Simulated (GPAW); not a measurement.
# CsGeCl3 (R3m): the Ge K absorption edge

Aim: the near-edge shape at the Ge K edge of CsGeCl3 (R3m), and what the core hole does to it.

Program: GPAW 26.7.0. Level of theory: X-ray absorption from dipole matrix elements to empty bands, plane-wave PAW LDA. Results are calculated unless marked as measured.

### Step 1. The starting structure

The structure is trigonal, space group R3m (No. 160). The conventional cell has a = 7.694 Å, b = 7.694 Å, c = 9.535 Å, α = 90.00°, β = 90.00°, γ = 120.00°. Nearest to Cs lie 12 Cl at 3.86 to 3.90 Å. Nearest to Ge lie 3 Cl at 2.37 Å. Nearest to Cl lie 2 Ge at 2.37 to 3.10 Å and 4 Cs at 3.86 to 3.90 Å. Farther neighbours and most contacts between anions are not listed.

### Step 2. Ground state of the crystal

A plain self-consistent run shows whether there is a gap, which decides the set-up of the core-hole run.

Input file scf.py:

```python
import numpy as np
from ase import Atoms
from ase.parallel import parprint, paropen
from gpaw import GPAW, PW, FermiDirac, Mixer, MixerDif, setup_paths
from gpaw.test import gen
setup_paths.insert(0, '.')
gen('Ge', name='nch1s', xcname='LDA', corehole=(1, 0, 0), write_xml=True)
from gpaw.mpi import world
world.barrier()

atoms = Atoms('CsGeCl3',
    cell=[[3.84681639, 2.22096048, 3.17830053],
     [-3.84681639, 2.22096048, 3.17830053],
     [0, -4.44192096, 3.17830053]],
    scaled_positions=[[0.99840335, 0.99840335, 0.99840335],
     [0.51553315, 0.51553315, 0.51553315],
     [0.94863817, 0.49671267, 0.49671267],
     [0.49671267, 0.94863817, 0.49671267],
     [0.49671267, 0.49671267, 0.94863817]],
    pbc=True)
atoms.calc = calc = GPAW(legacy_gpaw=True, mode=PW(430), xc='LDA', setups={1: 'nch1s'},
    kpts={'size': (5, 5, 5), 'gamma': True}, occupations=FermiDirac(0.05),
    charge=0, mixer=Mixer(0.1, 5, 50), maxiter=150,
    convergence={'density': 0.0001}, txt='scf.txt')
energy = atoms.get_potential_energy() + calc.get_reference_energy()
ef = calc.get_fermi_level()
out = dict(energy=energy, fermi=ef, forces=atoms.get_forces().tolist())
parprint(f'all-electron energy {energy:.4f} eV, Fermi level {ef:.4f} eV')
ev = np.array([[calc.get_eigenvalues(k, s) for k in range(len(calc.get_ibz_k_points()))] for s in range(calc.get_number_of_spins())])
out['homo'], out['lumo'], out['counts'] = ev[ev < ef].max(), ev[ev > ef].min(), sorted(set((ev < ef).sum((0, 2)).tolist()))
out['filled'] = (ev[:, 0] < ef).sum(1).tolist()
import json
with paropen('out.json', 'w') as f:
    json.dump(out, f)
```

Command:

```sh
$ OMP_NUM_THREADS=1 mpirun -n 4 gpaw python scf.py
```

Numbers of over 12 decimals in the logs are rounded to 6 here.

What it wrote:

```text
Input parameters:
  convergence: {density: 0.0001}
  kpts: {gamma: True,
         size: (5, 5, 5)}
  maxiter: 150
  mixer: {backend: pulay,
          beta: 0.1,
          method: separate,
          nmaxold: 5,
          weight: 50}
  mode: {ecut: 430.0,
         name: pw}
  occupations: {fixmagmom: False,
                name: fermi-dirac,
                width: 0.05}
  setups: {1: nch1s}

Initialize ...

[... PAW data sets ...]

Reference energy: -306209.471883  # eV

Spin-paired calculation

[... convergence settings ...]
Symmetries present (total): 2
  [... symmetry matrices ...]

125 k-points: 5 x 5 x 5 Monkhorst-Pack grid
39 k-points in the irreducible part of the Brillouin zone
       k-points in crystal coordinates                weights
   0:     0.00000000    0.00000000    0.00000000          1/125
   1:     0.00000000    0.00000000    0.20000000          2/125
   2:     0.00000000    0.00000000    0.40000000          2/125
   3:     0.20000000   -0.20000000    0.00000000          2/125
   4:     0.20000000   -0.20000000    0.20000000          4/125
   5:     0.20000000   -0.20000000    0.40000000          4/125
   6:     0.20000000    0.00000000   -0.40000000          4/125
   7:     0.20000000    0.00000000   -0.20000000          4/125
   8:     0.20000000    0.00000000    0.00000000          4/125
   9:     0.20000000    0.00000000    0.20000000          4/125
          ...
  38:     0.40000000    0.40000000    0.40000000          2/125

Wave functions: Plane wave expansion
  Cutoff energy: 430.000 eV
  Number of coefficients (min, max): 3275, 3313
  Pulay-stress correction: 0.000000 eV/Ang^3 (de/decut=0.000000)
  Using FFTW library
  Wavefunction extrapolation:
    Improved wavefunction reuse through dual PAW basis

Occupation numbers: Fermi-Dirac:
  width: 0.0500  # eV

Eigensolver
   Davidson(niter=2)

Densities:
  Coarse grid: 27*27*27 grid
  Fine grid: 54*54*54 grid
  Total Charge: 0.000000

Density mixing:
  Method: separate
  Backend: pulay
  Linear mixing parameter: 0.1
  old densities: 5
  Width of damping distribution: 1.1
  Damping of long wavelength oscillations: 50

[... Hamiltonian set-up ...]
Number of atoms: 5
Number of atomic orbitals: 21
Number of bands in calculation: 21
Number of valence electrons: 34
Bands to converge: occupied

... initialized

Initializing position-dependent things.

Density initialized from atomic densities
Creating initial wave functions:
  21 bands from LCAO basis set

            Cs

         Cl      Cl

           Cle

Atomic positions and initial magnetic moments

Positions:
   0 Cs    -0.000000    0.000000    9.519678    ( 0.0000,  0.0000,  0.0000)
   1 Ge     0.000000   -0.000000    4.915558    ( 0.0000,  0.0000,  0.0000)
   2 Cl     1.738474    1.003709    6.172461    ( 0.0000,  0.0000,  0.0000)
   3 Cl    -1.738474    1.003709    6.172461    ( 0.0000,  0.0000,  0.0000)
   4 Cl     0.000000   -2.007417    6.172461    ( 0.0000,  0.0000,  0.0000)

Unit cell:
           periodic     x           y           z      points  spacing
  1. axis:    yes    3.846816    2.220960    3.178301    27     0.2023
  2. axis:    yes   -3.846816    2.220960    3.178301    27     0.2023
  3. axis:    yes    0.000000   -4.441921    3.178301    27     0.2023

  Lengths:   5.461891   5.461891   5.461891
  Angles:   89.546228  89.546228  89.546228

Effective grid spacing dv^(1/3) = 0.2023

iter:   1   -19.999752
iter:   2   -19.841503   -1.74  -1.21
iter:   3   -19.571993   -1.98  -1.30
iter:   4   -19.547384   -2.57  -1.55
iter:   5   -19.535174   -2.84  -1.73
iter:   6   -19.533929c  -3.43  -2.30
iter:   7   -19.532048c  -4.15  -2.42
iter:   8   -19.531758c  -4.58  -2.80
iter:   9   -19.531755c  -5.39  -3.16
iter:  10   -19.531736c  -5.93  -3.27
iter:  11   -19.531738c  -5.75  -3.66
iter:  12   -19.531734c  -6.22  -3.67
iter:  13   -19.531733c  -7.67c -3.94
iter:  14   -19.531733c  -8.10c -4.03c

Converged after 14 iterations.

Dipole moment: (0.000000, -0.000051, 18.598247) |e|*Ang

Energy contributions relative to reference atoms: (reference = -306209.471883)

Kinetic:        +15.628929
Potential:      -17.281280
External:        +0.000000
XC:             -17.820854
Entropy (-ST):   -0.000000
Local:           -0.058528
SIC:             +0.000000
--------------------------
Free energy:    -19.531733
Extrapolated:   -19.531733

Showing only first 2 kpts
 Kpt  Band  Eigenvalues  Occupancy
  0    15      0.07981    2.00000
  0    16      0.27301    2.00000
  0    17      5.79499    0.00000
  0    18      7.17773    0.00000

  1    15      0.05136    2.00000
  1    16      0.43351    2.00000
  1    17      6.18161    0.00000
  1    18      7.04747    0.00000

Fermi level: 3.50284

Gap: 2.689 eV
Transition (v -> c):
  (s=0, k=18, n=16, [0.40, -0.40, 0.40]) -> (s=0, k=34, n=17, [0.40, 0.40, -0.40])
Direct/indirect transitions are different
Direct gap: 2.689 eV
Transition at: (s=0, k=34, n=16, [0.40, 0.40, -0.40])

Forces in eV/Ang:
  0 Cs    0.00000   -0.00001   -0.00826
  1 Ge    0.00000   -0.00001   -0.14796
  2 Cl    0.05124    0.02957    0.04609
  3 Cl   -0.05124    0.02957    0.04609
  4 Cl    0.00000   -0.05908    0.04617
Scalar-relativistic atomic LDA calculation for Ge (Germanium, Z=32)
Core hole in 1s state (1s occupation: 2.0)
600 radial gridpoints.
|------------------------------------------------|
|------------------------------------------------|
[... the atom generator's iteration count ...]

Energy contributions:
-------------------------
Kinetic:    +2131.696277
XC:           -76.507741
Potential:  -4150.554705
-------------------------
Total:      -2095.366170

state      eigenvalue         ekin         rmax
-----------------------------------------------
1s^2.0 :  -401.842866   515.090131        0.031
2s^2.0 :   -50.305902    98.964053        0.176
2p^6.0 :   -44.029760    96.564637        0.141
3s^2.0 :    -6.161413    22.614711        0.543
3p^6.0 :    -4.240727    20.252387        0.543
3d^10.0:    -1.086330    14.971427        0.502
4s^2.0 :    -0.438785     2.517022        1.731
4p^2.0 :    -0.148734     1.354017        2.197
-----------------------------------------------
(units: Bohr and Hartree)

Generating PAW setup
Kinetic energy of the core from tauc = 2147.271331364656
Cutoffs:
rc(s)=1.900
rc(p)=1.900
rc(d)=1.900
rc(vbar)=1.710
rc(comp)=1.900
rc(nct)=1.900

Kinetic energy of the core states: 2123.954199
Charge: 0.0
Core electrons: 28.0
Valence electrons: 4.0
Pseudo-core charge: 2.362372
Shape function alpha=2.770
Pseudo-electron charge 6.607509
state    eigenvalue         norm
--------------------------------
4s(2) :    -0.438785     1.111852
*s    :     0.561215
4p(2) :    -0.148734     1.010717
*p    :     0.851266
*d    :     0.000000
--------------------------------

Diagonalizing with gridspacing h=0.050

state   all-electron     PAW
-------------------------------
4s:      -0.438785    -0.439067
4p:      -0.148734    -0.148919
*d:                    0.033272
*f:                    0.068661
-------------------------------
all-electron energy -306229.0036 eV, Fermi level 3.5028 eV
```

It took 16 s on 4 MPI ranks of Arm Neoverse V1, shared host; peak memory 0.2 GiB.

The mesh shows a gap of 2.69 eV, so the hole is first treated in a charged cell, without the excited electron.

### Step 3. Spectrum without a core hole, Ge atom 2

This cheap baseline ignores the attraction of the hole: it shows the absorber's empty states as they are in the ground state. The data set with a hole of occupation 0 only carries the core orbital.

The absorber has 3 Cl at 2.37 Å (pyramidal, site symmetry 3m).

Input file xas.py:

```python
import numpy as np
from ase import Atoms
from ase.parallel import parprint, paropen
from gpaw import GPAW, PW, FermiDirac, Mixer, MixerDif, setup_paths
from gpaw.test import gen
setup_paths.insert(0, '.')
gen('Ge', name='nch1s', xcname='LDA', corehole=(1, 0, 0), write_xml=True)
from gpaw.mpi import world
world.barrier()

atoms = Atoms('CsGeCl3',
    cell=[[3.84681639, 2.22096048, 3.17830053],
     [-3.84681639, 2.22096048, 3.17830053],
     [0, -4.44192096, 3.17830053]],
    scaled_positions=[[0.99840335, 0.99840335, 0.99840335],
     [0.51553315, 0.51553315, 0.51553315],
     [0.94863817, 0.49671267, 0.49671267],
     [0.49671267, 0.94863817, 0.49671267],
     [0.49671267, 0.49671267, 0.94863817]],
    pbc=True)
atoms.calc = calc = GPAW(legacy_gpaw=True, mode=PW(430), xc='LDA', setups={1: 'nch1s'},
    kpts={'size': (5, 5, 5), 'gamma': True}, occupations=FermiDirac(0.02),
    charge=0, mixer=Mixer(0.1, 5, 50), maxiter=150,
    convergence={'density': 0.0001}, txt='scf.txt')
energy = atoms.get_potential_energy() + calc.get_reference_energy()
ef = calc.get_fermi_level()
out = dict(energy=energy, fermi=ef, forces=atoms.get_forces().tolist())
parprint(f'all-electron energy {energy:.4f} eV, Fermi level {ef:.4f} eV')
ev = np.array([[calc.get_eigenvalues(k, s) for k in range(len(calc.get_ibz_k_points()))] for s in range(calc.get_number_of_spins())])
out['homo'], out['lumo'], out['counts'] = ev[ev < ef].max(), ev[ev > ef].min(), sorted(set((ev < ef).sum((0, 2)).tolist()))
out['filled'] = (ev[:, 0] < ef).sum(1).tolist()

from ase.units import Ha
from gpaw.xas import dipole_matrix_elements
nb = int(calc.get_number_of_electrons() / 2) + 100
top, nb = nb, nb + 8 + nb // 12
nscf = calc.fixed_density(kpts={'size': (4, 4, 4), 'gamma': True}, nbands=nb,
    convergence={'bands': top, 'eigenstates': 1e-5}, maxiter=60, txt='nscf.txt')
cell = atoms.cell.array
ops = [cell.T @ U.T @ np.linalg.inv(cell.T) for U in nscf.wfs.kd.symmetry.op_scc]
filled = [17]  # bands filled in the ground state, by spin
E = np.arange(-25, 34, 0.1)
fwhm = np.interp(E, [4, 25], [1.96, 3.5])
Y, X, zero, highest = 0, 0, 1e9, 1e9
for spin in range(nscf.get_number_of_spins()):
    wfs = nscf.wfs
    A = dipole_matrix_elements(wfs.setups[1])
    eps = np.zeros((wfs.kd.nibzkpts, nb))
    d = np.zeros((3, A.shape[1], wfs.kd.nibzkpts, nb), complex)
    for kpt in wfs.kpt_u:
        if kpt.s == spin and 1 in kpt.P_ani:
            eps[kpt.k] = kpt.eps_n * Ha
            d[:, :, kpt.k] = (kpt.weight * wfs.nspins / 2) ** 0.5 * np.inner(A, kpt.P_ani[1])
    world.sum(eps)
    world.sum(d)
    T = np.einsum('amkn,bmkn->abkn', d, d.conj()).real
    T = sum(np.einsum('ai,ijkn,bj->abkn', R, T, R) for R in ops) / len(ops)
    empty = np.ones_like(eps, bool) & (np.arange(nb) >= filled[spin])
    zero, highest = min(zero, eps[empty].min()), min(highest, eps[:, top - 1].min())
    lines = [(eps, T, empty)] if spin == 0 else lines + [(eps, T, empty)]
for eps, T, empty in lines:
    f = np.einsum('aakn->akn', T).reshape(3, -1)
    x = eps.ravel() - zero
    w = np.interp(x, E, fwhm) / 2.35482
    g = np.exp(-0.5 * ((E[:, None] - x) / w) ** 2) / (w * (2 * np.pi) ** 0.5)
    Y = Y + (f * empty.ravel()) @ g.T
    X = X + (f * ~empty.ravel()) @ g.T
out.update(E=E.round(2).tolist(), xas=Y.tolist(), xes=X.tolist(), zero=zero, valid=highest - zero, nk=len(eps), nb=nb)
for i in range(0, len(E), 10):
    parprint(f'{E[i]:7.2f}', *(f'{v:10.3e}' for v in Y[:, i]))
import json
with paropen('out.json', 'w') as f:
    json.dump(out, f)
```

Command:

```sh
$ OMP_NUM_THREADS=1 mpirun -n 4 gpaw python xas.py
```

What it wrote:

```text
Input parameters:
  convergence: {density: 0.0001}
  kpts: {gamma: True,
         size: (5, 5, 5)}
  maxiter: 150
  mixer: {backend: pulay,
          beta: 0.1,
          method: separate,
          nmaxold: 5,
          weight: 50}
  mode: {ecut: 430.0,
         name: pw}
  occupations: {fixmagmom: False,
                name: fermi-dirac,
                width: 0.02}
  setups: {1: nch1s}

Initialize ...

[...]
*p    :     0.851266
*d    :     0.000000
--------------------------------

Diagonalizing with gridspacing h=0.050

state   all-electron     PAW
-------------------------------
4s:      -0.438785    -0.439067
4p:      -0.148734    -0.148919
*d:                    0.033272
*f:                    0.068661
-------------------------------
all-electron energy -306229.0036 eV, Fermi level 3.5028 eV
[...]
32.00  1.270e-07  1.270e-07  1.339e-07
  33.00  1.277e-07  1.277e-07  1.379e-07
[key lines of the parts left out:]
Converged after 14 iterations.
Dipole moment: (0.000000, -0.000051, 18.598247) |e|*Ang
Free energy:    -19.531733
Fermi level: 3.50284
```

Run time: 72 s. Hardware: 4 MPI ranks; peak memory 0.31 GiB; 4.8 min of CPU time.

The Ge K spectrum, Ge atom 2, no core hole (energy from the lowest empty level; intensity scaled to a mean of 1 over the first 20 eV; polarised curves are means over the symmetry-equivalent atoms):

| E (eV) | isotropic | ε ⊥ c | ε ∥ c |
| --- | --- | --- | --- |
| -2.0 | 0.02 | 0.02 | 0.02 |
| -1.5 | 0.10 | 0.10 | 0.09 |
| -1.0 | 0.30 | 0.31 | 0.29 |
| -0.5 | 0.71 | 0.73 | 0.67 |
| 0.0 | 1.26 | 1.30 | 1.19 |
| 0.5 | 1.84 | 1.89 | 1.74 |
| 1.0 | 2.36 | 2.41 | 2.26 |
| 1.5 | 2.73 | 2.78 | 2.63 |
| 2.0 | 2.83 | 2.88 | 2.74 |
| 2.5 | 2.62 | 2.67 | 2.53 |
| 3.0 | 2.27 | 2.32 | 2.16 |
| 3.5 | 1.85 | 1.90 | 1.73 |
| 4.0 | 1.38 | 1.43 | 1.27 |
| 4.5 | 0.93 | 0.97 | 0.85 |
| 5.0 | 0.60 | 0.62 | 0.55 |
| 5.5 | 0.44 | 0.46 | 0.40 |
| 6.0 | 0.40 | 0.43 | 0.35 |
| 6.5 | 0.43 | 0.47 | 0.37 |
| 7.0 | 0.49 | 0.53 | 0.41 |
| 7.5 | 0.55 | 0.58 | 0.48 |
| 8.0 | 0.59 | 0.60 | 0.55 |
| 8.5 | 0.59 | 0.58 | 0.63 |
| 9.0 | 0.58 | 0.53 | 0.69 |
| 9.5 | 0.56 | 0.48 | 0.72 |
| 10.0 | 0.55 | 0.45 | 0.74 |
| 10.5 | 0.56 | 0.47 | 0.75 |
| 11.0 | 0.60 | 0.52 | 0.75 |
| 11.5 | 0.65 | 0.60 | 0.74 |
| 12.0 | 0.70 | 0.68 | 0.73 |
| 12.5 | 0.74 | 0.75 | 0.71 |
| 13.0 | 0.77 | 0.80 | 0.69 |
| 13.5 | 0.79 | 0.84 | 0.69 |
| 14.0 | 0.81 | 0.86 | 0.71 |
| 14.5 | 0.82 | 0.87 | 0.72 |
| 15.0 | 0.83 | 0.88 | 0.73 |
| 15.5 | 0.83 | 0.87 | 0.74 |
| 16.0 | 0.81 | 0.85 | 0.74 |
| 16.5 | 0.79 | 0.82 | 0.75 |
| 17.0 | 0.78 | 0.79 | 0.77 |
| 17.5 | 0.78 | 0.77 | 0.80 |
| 18.0 | 0.78 | 0.76 | 0.83 |
| 18.5 | 0.78 | 0.76 | 0.84 |
| 19.0 | 0.78 | 0.75 | 0.83 |
| 19.5 | 0.76 | 0.74 | 0.80 |
| 20.0 | 0.74 | 0.73 | 0.76 |
| 20.5 | 0.72 | 0.72 | 0.71 |
| 21.0 | 0.71 | 0.72 | 0.68 |
| 21.5 | 0.70 | 0.72 | 0.66 |
| 22.0 | 0.70 | 0.72 | 0.65 |
| 22.5 | 0.69 | 0.71 | 0.65 |
| 23.0 | 0.68 | 0.70 | 0.65 |
| 23.5 | 0.66 | 0.67 | 0.63 |
| 24.0 | 0.63 | 0.64 | 0.62 |
| 24.5 | 0.61 | 0.61 | 0.60 |
| 25.0 | 0.58 | 0.58 | 0.58 |
| 25.5 | 0.57 | 0.56 | 0.58 |
| 26.0 | 0.56 | 0.54 | 0.58 |
| 26.5 | 0.56 | 0.54 | 0.60 |
| 27.0 | 0.57 | 0.55 | 0.62 |
| 27.5 | 0.60 | 0.57 | 0.65 |
| 28.0 | 0.63 | 0.60 | 0.69 |
| 28.5 | 0.67 | 0.65 | 0.72 |
| 29.0 | 0.71 | 0.69 | 0.75 |
| 29.5 | 0.75 | 0.73 | 0.77 |
| 30.0 | 0.77 | 0.76 | 0.78 |
| 30.5 | 0.78 | 0.77 | 0.78 |
| 31.0 | 0.77 | 0.77 | 0.78 |
| 31.5 | 0.76 | 0.76 | 0.78 |

Main maxima below 30 eV (height): 1.8 eV (2.83) and 15.2 eV (0.83). A K edge sees empty p states on the absorber.

The same matrix elements for filled bands give the Ge K emission of Ge atom 2 (ground-state approximation; energy from the lowest empty level, largest value 1):

| E (eV) | emission |
| --- | --- |
| -24.00 | 0.00 |
| -23.25 | 0.00 |
| -22.50 | 0.00 |
| -21.75 | 0.00 |
| -21.00 | 0.00 |
| -20.25 | 0.00 |
| -19.50 | 0.00 |
| -18.75 | 0.01 |
| -18.00 | 0.04 |
| -17.25 | 0.08 |
| -16.50 | 0.08 |
| -15.75 | 0.04 |
| -15.00 | 0.01 |
| -14.25 | 0.00 |
| -13.50 | 0.00 |
| -12.75 | 0.00 |
| -12.00 | 0.00 |
| -11.25 | 0.01 |
| -10.50 | 0.03 |
| -9.75 | 0.04 |
| -9.00 | 0.04 |
| -8.25 | 0.14 |
| -7.50 | 0.49 |
| -6.75 | 0.92 |
| -6.00 | 0.95 |
| -5.25 | 0.62 |
| -4.50 | 0.39 |
| -3.75 | 0.37 |
| -3.00 | 0.35 |
| -2.25 | 0.21 |
| -1.50 | 0.08 |
| -0.75 | 0.02 |
| 0.00 | 0.00 |
| 0.75 | 0.00 |
| 1.50 | 0.00 |
| 2.25 | 0.00 |
| 3.00 | 0.00 |

Emission maxima: -16.8 eV (0.08) and -6.4 eV (1.00).

### Step 4. Supercell without a hole, the energy reference

The photon energy needs a difference of total energies, so the cell and mesh of the coming hole run are first run without a hole.

scf.py: that of step 2 with these lines changed.

```diff
@@ -10,14 +10,19 @@
 
-atoms = Atoms('CsGeCl3',
-    cell=[[3.84681639, 2.22096048, 3.17830053],
-     [-3.84681639, 2.22096048, 3.17830053],
-     [0, -4.44192096, 3.17830053]],
-    scaled_positions=[[0.99840335, 0.99840335, 0.99840335],
-     [0.51553315, 0.51553315, 0.51553315],
-     [0.94863817, 0.49671267, 0.49671267],
-     [0.49671267, 0.94863817, 0.49671267],
-     [0.49671267, 0.49671267, 0.94863817]],
+atoms = Atoms('Cs2Ge2Cl6',
+    cell=[[-7.69363278, 0, 0],
+     [3.84681639, -6.66288144, 0],
+     [3.84681639, -2.22096048, 6.35660107]],
+    scaled_positions=[[0.49920168, 0.50079832, 0.49760502],
+     [0.99920168, 0.00079833, 0.99760502],
+     [0.25776657, 0.74223343, 0.77329972],
+     [0.75776657, 0.24223343, 0.27329972],
+     [0.02239359, 0.52568092, 0.97103176],
+     [0.52239358, 0.02568091, 0.47103176],
+     [0.47431908, 0.52568092, 0.97103176],
+     [0.97431908, 0.02568091, 0.47103176],
+     [0.47431908, 0.97760642, 0.97103176],
+     [0.97431908, 0.47760642, 0.47103176]],
     pbc=True)
-atoms.calc = calc = GPAW(legacy_gpaw=True, mode=PW(430), xc='LDA', setups={1: 'nch1s'},
-    kpts={'size': (5, 5, 5), 'gamma': True}, occupations=FermiDirac(0.05),
+atoms.calc = calc = GPAW(legacy_gpaw=True, mode=PW(430), xc='LDA', setups={2: 'nch1s'},
+    kpts={'size': (3, 3, 3), 'gamma': True}, occupations=FermiDirac(0.02),
     charge=0, mixer=Mixer(0.1, 5, 50), maxiter=150,
```

Command:

```sh
$ OMP_NUM_THREADS=1 mpirun -n 4 gpaw python scf.py
```

What it wrote:

```text
Input parameters:
  convergence: {density: 0.0001}
  kpts: {gamma: True,
         size: (3, 3, 3)}
  maxiter: 150
  mixer: {backend: pulay,
          beta: 0.1,
          method: separate,
          nmaxold: 5,
          weight: 50}
  mode: {ecut: 430.0,
         name: pw}
  occupations: {fixmagmom: False,
                name: fermi-dirac,
                width: 0.02}
  setups: {2: nch1s}

Initialize ...

[...]
4s(2) :    -0.438785     1.111852
*s    :     0.561215
4p(2) :    -0.148734     1.010717
*p    :     0.851266
*d    :     0.000000
--------------------------------

Diagonalizing with gridspacing h=0.050

state   all-electron     PAW
-------------------------------
4s:      -0.438785    -0.439067
4p:      -0.148734    -0.148919
*d:                    0.033272
*f:                    0.068661
-------------------------------
all-electron energy -612457.9981 eV, Fermi level 3.5639 eV
[key lines of the parts left out:]
Converged after 14 iterations.
Dipole moment: (-0.162678, 0.093923, 33.262340) |e|*Ang
Free energy:    -39.054299
Fermi level: 3.56388
```

Wall time 24 s (4 MPI ranks); peak memory 0.24 GiB.

Reference energy: -612457.998 eV with the cores included.

[end of part 1 of 2]

[Banner, clock and machine lines of the logs are left out without a mark of their own.]

[Logs are printed without paths, hosts, clocks, repeated set-up lines and the standing remarks that a program may print on its own settings, such as how far it seeks lower states.]

[Hosts, paths, dates, database ids (printed as entryN), source tags and the programs' standing remarks are cut or masked in the printed files.]

[Lists of maxima count a maximum above −3 eV only where it reaches 4 % of the highest in the window and stands out from its surroundings by 2 % of it (1.5 % where it reaches 55 %); shoulders and weaker maxima are passed over, and of the rest the first, up to two pre-edge ones and the few strongest are named.]
